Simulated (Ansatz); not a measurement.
In doubt: masses and optical values from hybrid runs of this build are listed as unsure (in some of the runs), which bears on the screening that GW takes from such a start.

Two G0W0 runs on Bi2Te2PbS2 (R-3m).

```
Bi Te Pb S
1.0
     2.13505    1.23267   13.47096
    -2.13505    1.23267   13.47096
     0.00000   -2.46534   13.47096
Bi Te Pb S
2 2 1 2
Direct
  0.58139 0.58139 0.58139
  0.41861 0.41861 0.41861
  0.87066 0.87066 0.87066
  0.12934 0.12934 0.12934
  0.00000 0.00000 0.00000
  0.29134 0.29134 0.29134
  0.70866 0.70866 0.70866
```

The cell and positions come from the Crystallography Open Database and are kept as given unless a step says otherwise. Spin-orbit coupling is left out unless a run names it. PAW set soft_2, made with PBE.

The first (Ansatz 0.2.0; start PBE, 4×4×4 mesh, 1265 empty bands, screening to 190 eV; 1 × NVIDIA H100 80GB HBM3 (shared by 3 runs) with 3 threads of AMD EPYC 7R13 (Zen 3), shared host) gave, on its mesh: starting gap 0.34 eV, G0W0 gap 0.63 eV, RPA ε∞ (mean) 23.53, 3.5 min.

**Question.** The second changes start from PBE to HSE06. What does it give?

It gave: starting gap 0.73 eV, G0W0 gap 0.82 eV, RPA ε∞ (mean) 14.16, 6.9 min. The G0W0 gap moves by +0.19 eV, +0.40 eV from the start and −0.21 eV from the correction. Σc changes by +0.21 eV at the valence top and −0.26 eV at the conduction bottom, and Σx − Vxc between them by +0.26 eV.

Limits: not at the basis limit; no spin-orbit coupling.

[Paths, hosts, dates, memory and timing lines, banners, echoed tables and standing remarks are left out of the program output.]

[Logs are printed without paths, hosts, clocks, repeated set-up lines and the standing remarks that a program may print on its own settings, such as how far it seeks lower states.]

[Runs of the session that timed out or met a known fault of the program may be left out.]

[Cells called generated may have been cut or substituted from an entry of the Crystallography Open Database or the Materials Project.]

[Hosts, paths, dates, database ids (printed as entryN), source tags and the programs' standing remarks are cut or masked in the printed files.]
